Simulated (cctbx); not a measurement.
## HgPd5N across an absorption edge

Space group P4/mmm (no. 123), a = 3.9460 Å, b = 3.9460 Å, c = 6.7480 Å, α = 90.00°, β = 90.00°, γ = 90.00°.

| atom | mult. | x | y | z | Ueq (Å²) |
| --- | --- | --- | --- | --- | --- |
| Hg1 | 1 | 1/2 | 1/2 | 0 | 0.0070 |
| Pd1 | 4 | 0 | 1/2 | 0.2931 | 0.0104 |
| Pd2 | 1 | 0 | 0 | 0 | 0.0102 |
| N1 | 1 | 0 | 0 | 1/2 | 0.0234 |

This is a model crystal, built by substitution and not relaxed, with assumed displacement parameters.

Calculated with cctbx: free-atom f′ and f″ from the Sasaki tables, no fine structure; amplitudes in electrons.

| E (eV) | F 0 1 0 | F 1 0 1 | F 1 1 2 | F 1 0 3 |
| --- | --- | --- | --- | --- |
| 11684 | 18.1 | 28.6 | 206.5 | 24.1 |
| 12034 | 16.5 | 27.0 | 204.6 | 22.5 |
| 12164 | 15.1 | 25.6 | 203.1 | 21.2 |
| 12224 | 13.7 | 24.3 | 201.8 | 19.9 |
| 12254 | 12.4 | 22.9 | 200.5 | 18.6 |
| 12269 | 11.1 | 21.6 | 199.2 | 17.3 |
| 12276 | 10.0 | 20.5 | 198.0 | 16.2 |
| 12280 | 8.8 | 19.3 | 196.8 | 15.0 |
| 12288 | 11.4 | 20.2 | 196.6 | 16.3 |
| 12292 | 12.5 | 21.7 | 198.1 | 17.7 |
| 12299 | 13.6 | 22.9 | 199.4 | 18.9 |
| 12314 | 14.7 | 24.2 | 200.8 | 20.1 |
| 12344 | 15.9 | 25.6 | 202.2 | 21.4 |
| 12434 | 17.5 | 27.3 | 203.9 | 23.0 |
| 12684 | 19.1 | 29.1 | 205.6 | 24.7 |

**Question.** Which edge is crossed, and why do the reflections move as they do?

The L3 edge of Hg. The edge is at 12284 eV. f′ of Hg falls from -12.2 e at 12164 eV to -18.6 e at 4 eV below it, and f″ steps from 3.91 to 10.17 e across it. Over that approach |F| changes by -42 % (0 1 0), -25 % (1 0 1), -3 % (1 1 2) and -29 % (1 0 3): a reflection falls where Hg scatters in phase with the total and rises where it scatters against it; it hardly moves where the Hg term is small or cancels by symmetry. Above the edge the larger f″ enters the imaginary part, where it can add to or cancel the other atoms' f″. The structure is centrosymmetric, so Friedel mates stay equal.
